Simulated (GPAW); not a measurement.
# Calculated records

KI (Fm-3m): G0W0 with GPAW, start to end. It takes space group Fm-3m (No. 225, cubic). The conventional cell has a = 7.066 Å, b = 7.066 Å, c = 7.066 Å, α = 90.00°, β = 90.00°, γ = 90.00°. Nearest to K lie 6 I at 3.53 Å. Nearest to I lie 6 K at 3.53 Å. Farther neighbours, and contacts between anions beyond the nearest, are not listed. The calculation used DFT, PBE, plane waves, PAW (and 1 further level or step) in GPAW 26.7.0, with cutoff 450 eV, GPAW PAW setups 1.2.1 data release, 4×4×4 k-mesh, nbands 377. The PBE gap is 3.98 eV, direct and the G0W0 gap on the mesh is 6.12 eV. The GW settings are 4×4×4 mesh, 367 bands, screening to 150 eV, Godby-Needs plasmon pole and the known limits are short of the basis limit; no spin-orbit coupling. It took 4 runs, 2.7 min in all on 4 MPI ranks of Arm Neoverse V2, shared host. G0W0 moves the gap on the mesh from 3.98 eV to 6.12 eV (+2.15 eV), with Z of 0.82 and 0.86 at the edges. The dearest step here is «screening and self-energy». The cell and positions come from the Crystallography Open Database and are kept as given unless a step says otherwise. Limits: no spin-orbit coupling.

```xyz
2
Lattice="0.0000 3.5328 3.5328 3.5328 0.0000 3.5328 3.5328 3.5328 0.0000" Properties=species:S:1:pos:R:3 pbc="T T T"
K     0.0000    0.0000    0.0000
I     3.5328    3.5328    3.5328
```

[Long decimals in the printed logs are rounded to 6 places.]

[Logs are printed without paths, hosts, clocks, repeated set-up lines and the standing remarks that a program may print on its own settings, such as how far it seeks lower states.]

[Paths, hosts, dates, memory and timing lines, banners, echoed tables and standing remarks are left out of the program output; an Ansatz launch command may be rebuilt from the run's recorded settings. Measured values are a selection of at most five: reports struck by readers or far from the other reports are left out. None is set beside runs whose start may be inverted or whose files or cutoffs have a known fault.]

[Runs of the session that timed out or met a known fault of the program may be left out.]

[Hosts, paths, dates, database ids (printed as entryN), source tags and the programs' standing remarks are cut or masked in the printed files.]

[Where the starting crystal was built by hand or by swapping elements, it need not be the compound's stable phase.]
